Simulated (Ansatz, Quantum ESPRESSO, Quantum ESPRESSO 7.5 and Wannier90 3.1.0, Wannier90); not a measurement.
# straight Ru chain, spacing 2.25 Å: Wannier functions and conductance

Wanted: localised orbitals and the quantum conductance of this wire: straight Ru chain, spacing 2.25 Å.

Program: Quantum ESPRESSO 7.5 and Wannier90 3.1.0. Level of theory: plane-wave DFT, LDA, GBRV ultrasoft pseudopotentials (cross-check by Ansatz 0.2.0 with PAW datasets). Results are calculated unless marked as measured.

This is a report of a sequence of runs, with most program output left out.

**1. Starting point**

The cell holds 1 atom: 1 Ru. Its edges and angles: a = 8.000 Å, b = 8.000 Å, c = 2.250 Å, α = 90.0°, β = 90.0°, γ = 90.0°. Vacuum lies along a and b. The structure's axis is c.

**2. Self-consistent run**

scf.in

```
&control
  prefix = 'scf'
  outdir = './out'
  pseudo_dir = './pseudo'
  calculation = 'scf'
  tprnfor = .true.
/
&system
  ibrav = 0
  nat = 1
  ntyp = 1
  ecutwfc = 34
  ecutrho = 170
  occupations = 'smearing'
  smearing = 'mv'
  degauss = 0.005
/
&electrons
  conv_thr = 1e-07
  mixing_beta = 0.4
  electron_maxstep = 120
  mixing_mode = 'local-TF'
/
ATOMIC_SPECIES
  Ru  101.0700  ru_lda_v1.2.uspp.F.UPF
CELL_PARAMETERS angstrom
  8.00000000000000 0.00000000000000 0.00000000000000
  0.00000000000000 8.00000000000000 0.00000000000000
  0.00000000000000 0.00000000000000 2.25000000000000
ATOMIC_POSITIONS crystal
  Ru  0.000000000000 0.000000000000 0.000000000000
K_POINTS automatic
  1 1 32 0 0 0
```

The run is started by

```bash
> OMP_NUM_THREADS=1 mpirun -n 4 pw.x -nk 2 -in scf.in > scf.out
```

It took 4.4 s on 4 MPI ranks of Intel Xeon Platinum 8488C (Sapphire Rapids), shared host; peak memory 0.34 GiB.

Read from the output:

| Property | Result |
| --- | --- |
| free energy | -2640.5414 eV |
| Fermi energy | -2.643 eV |

The run needed 11 iterations to bring the estimated error under 1e-07 Ry.

**3. Full uniform mesh without symmetry**

Wannier90 needs the states on a whole uniform mesh, listed point by point, without symmetry.

nscf.in

```
&control
  prefix = 'nscf'
  outdir = './out'
  pseudo_dir = './pseudo'
  calculation = 'nscf'
/
&system
  ibrav = 0
  nat = 1
  ntyp = 1
  ecutwfc = 34
  ecutrho = 170
  occupations = 'smearing'
  smearing = 'mv'
  degauss = 0.005
  nosym = .true.
  noinv = .true.
  nbnd = 37
/
&electrons
  conv_thr = 1e-08
  mixing_beta = 0.4
  electron_maxstep = 120
  mixing_mode = 'local-TF'
  diago_full_acc = .true.
/
ATOMIC_SPECIES
  Ru  101.0700  ru_lda_v1.2.uspp.F.UPF
CELL_PARAMETERS angstrom
  8.00000000000000 0.00000000000000 0.00000000000000
  0.00000000000000 8.00000000000000 0.00000000000000
  0.00000000000000 0.00000000000000 2.25000000000000
ATOMIC_POSITIONS crystal
  Ru  0.000000000000 0.000000000000 0.000000000000
K_POINTS crystal
16
  0.0000000000 0.0000000000 0.0000000000 0.0625
  0.0000000000 0.0000000000 0.0625000000 0.0625
  0.0000000000 0.0000000000 0.1250000000 0.0625
  0.0000000000 0.0000000000 0.1875000000 0.0625
  0.0000000000 0.0000000000 0.2500000000 0.0625
  0.0000000000 0.0000000000 0.3125000000 0.0625
  0.0000000000 0.0000000000 0.3750000000 0.0625
  0.0000000000 0.0000000000 0.4375000000 0.0625
  0.0000000000 0.0000000000 0.5000000000 0.0625
  0.0000000000 0.0000000000 0.5625000000 0.0625
  0.0000000000 0.0000000000 0.6250000000 0.0625
  0.0000000000 0.0000000000 0.6875000000 0.0625
  0.0000000000 0.0000000000 0.7500000000 0.0625
  0.0000000000 0.0000000000 0.8125000000 0.0625
  0.0000000000 0.0000000000 0.8750000000 0.0625
  0.0000000000 0.0000000000 0.9375000000 0.0625
```

The run is started by

```bash
> cp -r out/scf.save out/nscf.save
> cp out/scf.xml out/nscf.xml
> OMP_NUM_THREADS=1 mpirun -n 4 pw.x -nk 1 -in nscf.in > nscf.out
```

Wall time 6.4 s (4 MPI ranks); peak memory 0.22 GiB.

This step gave:

```
Fermi energy : -2.658 eV
```

The program's own clock; routines nest. Time by routine:

| routine | wall time (s) | calls |
| --- | --- | --- |
| PWSCF | 5.6 | 1 |
| electrons | 4.86 | 1 |
| c_bands | 4.86 | 1 |
| cegterg | 4.67 | 36 |
| h_psi | 2.86 | 624 |
| vloc_psi | 2.72 | 624 |
| fftw | 2.51 | 24656 |
| cdiaghg | 0.75 | 588 |
| init_run | 0.6 | 1 |
| potinit | 0.29 | 1 |
| ffts | 0.28 | 1 |
| interpolate | 0.28 | 1 |
| hinit0 | 0.27 | 1 |
| fft | 0.23 | 6 |

**4. Neighbour list from wannier90 -pp, with dis_win_max − E_F = 9.0**

A first try, with customary settings: the .win file sets projections and windows, and states in the frozen window are kept exactly.

wan_try.win

```
num_wann = 9
num_bands = 37
num_iter = 200
num_print_cycles = 20
conv_tol = 1e-8
conv_window = 5
guiding_centres = true
dis_num_iter = 1500
dis_conv_tol = 1e-8
dis_win_min = -13.6431
dis_win_max = 6.3569
dis_froz_max = -1.1431
search_shells = 120
fermi_energy = -2.6431

transport = true
transport_mode = bulk
one_dim_axis = z
dist_cutoff = 17.9
dist_cutoff_mode = one_dim
tran_win_min = -4.0
tran_win_max = 2.0
tran_energy_step = 0.02

bands_plot = true
bands_num_points = 96
begin kpoint_path
G 0.0 0.0 0.0 Z 0.0 0.0 0.5
end kpoint_path

begin projections
Ru:s;p;d
end projections

begin unit_cell_cart
ang
  8.0000000000 0.0000000000 0.0000000000
  0.0000000000 8.0000000000 0.0000000000
  0.0000000000 0.0000000000 2.2500000000
end unit_cell_cart

begin atoms_frac
  Ru 0.0000000000 0.0000000000 0.0000000000
end atoms_frac

mp_grid = 1 1 16
begin kpoints
  0.0 0.0 0.0000000000
  0.0 0.0 0.0625000000
  0.0 0.0 0.1250000000
  0.0 0.0 0.1875000000
  0.0 0.0 0.2500000000
  0.0 0.0 0.3125000000
  0.0 0.0 0.3750000000
  0.0 0.0 0.4375000000
  0.0 0.0 0.5000000000
  0.0 0.0 0.5625000000
  0.0 0.0 0.6250000000
  0.0 0.0 0.6875000000
  0.0 0.0 0.7500000000
  0.0 0.0 0.8125000000
  0.0 0.0 0.8750000000
  0.0 0.0 0.9375000000
end kpoints
```

The run is started by

```bash
> OMP_NUM_THREADS=1 wannier90.x -pp wan_try > wan_try.pp.log
```

Wall time 0.65 s (1 MPI rank); peak memory 0.09 GiB.

**5. Overlaps and projections**

The same post-processing, on the changed run.

wan_try.p2w.in

```
&inputpp
  prefix = 'nscf'
  outdir = './out'
  seedname = 'wan_try'
  write_mmn = .true.
  write_amn = .true.
  write_unk = .false.
/
```

The run is started by

```bash
> OMP_NUM_THREADS=1 mpirun -n 4 pw2wannier90.x -in wan_try.p2w.in > wan_try.p2w.out
```

Elapsed: 2.9 s, on 4 MPI ranks; peak memory 0.21 GiB; 11 s of CPU time.

**6. Localisation, bands and conductance, with dis_win_max − E_F = 9.0**

wan_try.win is that of step 4.

The run is started by

```bash
> OMP_NUM_THREADS=1 wannier90.x wan_try > wan_try.run.log
```

Run time: 0.75 s. Hardware: 1 MPI rank; peak memory 0.09 GiB.

The program refused the input before any cycle.

The fault put into the input: an outer window with fewer states than Wannier functions at some k (dis_win_max − E_F = 9.0).

The outer window must hold at least num_wann states at every k: widen it, with enough bands computed to fill it.

**7. Neighbour list from wannier90 -pp**

The cure tried: a wider outer window, at both ends where needed.

The .win file sets projections and windows: states in the frozen window are kept exactly, the outer window gives room to disentangle.

wan.win is the input of step 6 with these lines changed:

```diff
@@ -10,3 +10,3 @@
 dis_win_min = -13.6431
-dis_win_max = 6.3569
+dis_win_max = 17.3569
 dis_froz_max = -1.1431
```

The run is started by

```bash
> OMP_NUM_THREADS=1 wannier90.x -pp wan > wan.pp.log
```

Wall time 0.65 s (1 MPI rank); peak memory 0.09 GiB.

**8. Overlaps and projections**

pw2wannier90.x computes the overlaps between neighbouring k-points and the projections.

wan.p2w.in is the input of step 5 with these lines changed:

```diff
@@ -3,3 +3,3 @@
   outdir = './out'
-  seedname = 'wan_try'
+  seedname = 'wan'
   write_mmn = .true.
```

The run is started by

```bash
> OMP_NUM_THREADS=1 mpirun -n 4 pw2wannier90.x -in wan.p2w.in > wan.p2w.out
```

It took 3 s on 4 MPI ranks; peak memory 0.21 GiB.

**9. Wannier functions and transport**

After disentangling and localising, transport_mode = bulk builds principal layers from hoppings within dist_cutoff and counts open channels.

wan.win is that of step 7.

The run is started by

```bash
> OMP_NUM_THREADS=1 wannier90.x wan > wan.run.log
```

Run time: 10 s. Hardware: 1 MPI rank; peak memory 0.09 GiB.

This step gave:

```
lead channels at the Fermi level, one spin                                        : 6.000
total spread                                                                      : 11.80 Å²
gauge-invariant spread                                                            : 9.707 Å²
largest misfit to plane-wave levels between mesh points, inside the frozen window : 0.04935 eV
```

Per spin. Quantum conductance of the perfect wire, open channels against energy, zero at the Fermi level:

```
energy (eV)  quantum conductance of the perfect wire, open channels
     -4.000                                                       1
     -3.800                                                    3.00
     -3.600                                                       3
     -3.400                                                       3
     -3.200                                                       3
     -3.000                                                       3
     -2.800                                                       3
     -2.600                                                       3
     -2.400                                                       3
     -2.200                                                       3
     -2.000                                                       3
     -1.800                                                       3
     -1.600                                                       3
     -1.400                                                       3
     -1.200                                                    6.00
     -1.020                                                       6
     -0.800                                                       6
     -0.600                                                       6
     -0.400                                                    6.00
     -0.200                                                       6
      0.000                                                       6
      0.200                                                    6.00
      0.400                                                       4
      0.600                                                       4
      0.800                                                       4
      1.000                                                       4
      1.200                                                       4
      1.400                                                       4
      1.600                                                       4
      1.800                                                       3
      2.000                                                       3
```

Wannier functions:

```csv
no.,x (Å),y (Å),z (Å),spread (Å²)
1,1.844,0.0447,-9.20e-5,1.828
2,0.2394,0.1859,-3.375,1.884
3,-1.363,0.02413,-6.60e-5,1.684
4,0.02915,-0.9044,1.30e-5,1.571
5,0.07543,0.02723,5.69e-4,0.8962
6,-0.02794,5.81e-4,-5.03e-4,0.8505
7,4.89e-4,-0.03377,6.00e-6,0.8461
8,-0.02333,0.6479,3.60e-5,1.339
9,-0.006759,-0.03148,5.00e-6,0.9012
```

Electronic bands along the path, in eV, zero at the Fermi level; # counts the bands kept:

```csv
point,#1,#2,#3,#4,#5,#6,#7,#8
Γ,-5.45,-1.33,-1.32,-1.24,2.31,2.31,3.18,3.68
halfway,-1.65,-1.65,-1.36,-0.61,-0.61,0.53,6.43,7.22
Z,-3.83,-3.83,0.21,0.21,1.71,7.87,10.47,10.69
```

Bands and channels are those of the Wannier model: bands that were not projected, and all outside the frozen window, are missing or only approximate.

Disentanglement stopped at its cap on iterations, so these spreads are not final.

At least 2 of the functions sit far from every atom, off the bonds: the outer window has let in states of the vacuum, so the basis is not the atomic one that was projected.

**10. Neighbour list from wannier90 -pp, with dis_froz_max − E_F = -2.0**

How much does a setting matter? One run is repeated with a change.

wan_w.win is the input of step 9 with these lines changed:

```diff
@@ -11,3 +11,3 @@
 dis_win_max = 17.3569
-dis_froz_max = -1.1431
+dis_froz_max = -4.6431
 search_shells = 120
```

The run is started by

```bash
> OMP_NUM_THREADS=1 wannier90.x -pp wan_w > wan_w.pp.log
```

Wall time 0.72 s (1 MPI rank); peak memory 0.09 GiB.

**11. Overlaps and projections**

The follow-up step for that run.

wan_w.p2w.in

```
&inputpp
  prefix = 'nscf'
  outdir = './out'
  seedname = 'wan_w'
  write_mmn = .true.
  write_amn = .true.
  write_unk = .false.
/
```

The run is started by

```bash
> OMP_NUM_THREADS=1 mpirun -n 4 pw2wannier90.x -in wan_w.p2w.in > wan_w.p2w.out
```

It took 3.1 s on 4 MPI ranks; peak memory 0.21 GiB.

**12. Wannier functions and transport, with dis_froz_max − E_F = -2.0**

wan_w.win is the input of step 9 with these lines changed:

```diff
@@ -11,3 +11,3 @@
 dis_win_max = 17.3569
-dis_froz_max = -1.1431
+dis_froz_max = -4.6431
 search_shells = 120
```

The run is started by

```bash
> OMP_NUM_THREADS=1 wannier90.x wan_w > wan_w.run.log
```

It took 11 s on 1 MPI rank; peak memory 0.09 GiB.

The changed values were drawn from a wide range, not chosen for quality; the comparison shows what they did here together.

The total spread is 11.5 against 11.8 Å². Between −2 and 1.5 eV the channel count differs from the first run's at 10 % of the energies, and at the Fermi level it is 6 against 6. The frozen window now ends below the Fermi level, so the states there are no longer held.

**13. The same in Ansatz**

A second code with its own PAW datasets, on the same atoms.

Level of this step: plane-wave DFT, LDA, Ansatz PAW (Ansatz 0.2.0).

System of this step: straight Ru chain, spacing 2.25 Å, 2 periods. The cell holds 2 atoms: 2 Ru. Cell: a = 8.000 Å, b = 8.000 Å, c = 4.500 Å, α = 90.0°, β = 90.0°, γ = 90.0°. Vacuum lies along a and b. The structure's axis is c.

input.yaml

```yaml
crystal:
  lattice:
    - [8.0, 0.0, 0.0]
    - [0.0, 8.0, 0.0]
    - [0.0, 0.0, 4.5]
  atoms:
    - { symbol: Ru, position: [0.0, 0.0, 0.0] }
    - { symbol: Ru, position: [0.0, 0.0, 0.5] }
kpoints:
  mp_grid: { grid: [1, 1, 16] }
hamiltonian:
  xc: lda
scf:
  occupations: { method: fermi_dirac, width: 0.05 }
  convergence: { dr2_threshold: 1.0e-08 }
output:
  transmission:
    leads: [[0, 0]]
    e_range: [-4.0, 2.0]
    de: 0.05
    kmesh: [1, 1]
    reduced_basis: true
```

The run is started by

```bash
> ansatz run input.yaml --threads 4 --pin off --max-ram 12288MiB --backend cpu --events-out ev --progress --plain --runs-dir out
```

It took 10 s on 4 threads; peak memory 0.59 GiB.

This step gave:

```
free energy                                : -11506.7908 eV
energy at zero smearing                    : -11506.7559 eV
smearing term TS                           : 0.06981 eV
Fermi energy                               : -2.688 eV
symmetry operations                        : 32
lead channels at the Fermi level, one spin : 6
```

Per spin. Table of open channels by energy, zero at the Fermi level:

energy (eV), open channels and a bar from the least value:
```
   -4.000       1.00 
   -3.800       3.00 ############
   -3.600       3.00 ############
   -3.400       3.00 ############
   -3.200       3.00 ############
   -3.000       3.00 ############
   -2.800       3.00 ############
   -2.600       3.00 ############
   -2.400       3.00 ############
   -2.200       3.00 ############
   -2.000       3.00 ############
   -1.800       3.00 ############
   -1.600       3.00 ############
   -1.400       3.00 ############
   -1.200       6.00 ##############################
   -1.000       6.00 ##############################
   -0.800       6.00 ##############################
   -0.600       6.00 ##############################
   -0.400       6.00 ##############################
   -0.200       6.00 ##############################
    0.000       6.00 ##############################
    0.200       6.00 ##############################
    0.400       4.00 ##################
    0.600       4.00 ##################
    0.800       4.00 ##################
    1.000       4.00 ##################
    1.200       4.00 ##################
    1.400       4.00 ##################
    1.600       4.00 ##################
    1.800       3.00 ############
    2.000       3.00 ############
```

**14. The arithmetic**

6 channels × 77.48 µS = 465 µS, a two-terminal resistance of 12.906/6 = 2.15 kΩ whatever the wire's length, as long as nothing scatters.

**15. What came out**

```
open channels at the Fermi level, per spin : 6
total spread                               : 11.8 Å²
gauge-invariant spread                     : 9.71 Å²
largest band misfit in the frozen window   : 0.0493 eV
channels at the Fermi level by Ansatz      : 6
```

In words: The wire offers 6 channels per spin at the Fermi level. Between -4 and 1.5 eV the channel count from Wannier functions equals that from Ansatz's layer matching at 100 % of the energies; outside the frozen window the Wannier bands are not held to the plane-wave ones. Each plane-wave level in the frozen window has a Wannier level within 0.05 eV; this test doesn't see extra bands that a model may add. Disentanglement stopped at its cap on iterations, so the spreads are not final; the frozen states are kept all the same. At least one function lies in the vacuum, so the spreads don't describe atomic orbitals, though the frozen bands are still reproduced. The wire is perfect, so the conductance only counts bands: each channel, with its partner of the other spin, carries G₀ = 2e²/h. It was run without spin polarisation, which was not tested.

[Logs are printed without paths, hosts, clocks, repeated set-up lines and the standing remarks that a program may print on its own settings, such as how far it seeks lower states.]

[Hosts, paths, dates, database ids (printed as entryN), source tags and the programs' standing remarks are cut or masked in the printed files.]

[Maps of the electrostatic potential energy from Ansatz leave out the sawtooth potential of an applied field or a dipole correction, so their vacuum need not be flat; planar profiles and work functions include it.]
